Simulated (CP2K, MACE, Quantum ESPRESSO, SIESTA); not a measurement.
# Pressure against volume in wurtzite SiC, size series (36 atoms), QE, PBE

It takes space group P6_3mc (No. 186, hexagonal). Conventional cell: a = 3.076 Å, b = 3.076 Å, c = 5.048 Å, α = 90.00°, β = 90.00°, γ = 120.00°. Si has 4 C at 1.88 to 1.89 Å nearest. C has 4 Si at 1.88 to 1.89 Å nearest. Wurtzite SiC (a = 3.076 Å, c = 5.048 Å), 3 x 3 x 1 conventional cells; ideal positions. Then the atoms were relaxed with MACE MPA-0 medium in the fixed cell. Farther neighbours are not listed.

Calculated with Quantum ESPRESSO 7.5: PBE; plane waves, SSSP efficiency, 45/360 Ry; k-points 1×1×2. The unchanged cell has V0 = 10.341 Å³ an atom and P0 = 4.456 GPa. It is scaled evenly, with fractional positions held.

| volume (Å³/atom) | pressure (GPa) |
| --- | --- |
| 9.7205 | 20.46 |
| 10.031 | ? |
| 10.651 | -1.967 |
| 10.961 | -7.521 |

**Question.** Fit a second-order expansion in ln V to the rows given and interpolate to the withheld row.

**Working.**

To second order in u = ln(V/V0), P = P0 − B u + ½ B B′ u², with B the bulk modulus at V0 and B′ its pressure derivative. So v = (P − P0)/u is a line in u, with intercept −B and slope ½ B B′.

| u | v (GPa) |
| --- | --- |
| -0.0618754 | -258.702 |
| 0.0295588 | -217.296 |
| 0.0582689 | -205.547 |

With n = 3: mean u = 0.00865077, mean v = -227.182, Σ(u − ū)² = 0.0078730, Σ(u − ū)(v − v̄) = 3.5032. Slope b = 3.5032 / 0.0078730 = 444.96; intercept a = v̄ − b ū = -231.03.

So B = 231 GPa and B′ = 2b/B = 3.9. At the withheld volume u = -0.03046, v = a + b u = -244.6 GPa, and P = P0 + u v.

Prediction at 10.031: 11.91 GPa. The run gave 11.89 GPa, so the fit is high by 0.019 GPa (0.16 % of the value).

B′ = 3.9 rests on three points. Among the rows given, the largest miss of the fit is at 10.961, by 0.026 GPa (0.092 % of the range of the table).

Limits: Static cells at zero temperature, with the cell shape held.

[Hosts, paths, dates, database ids (printed as entryN), source tags and the programs' standing remarks are cut or masked in the printed files.]
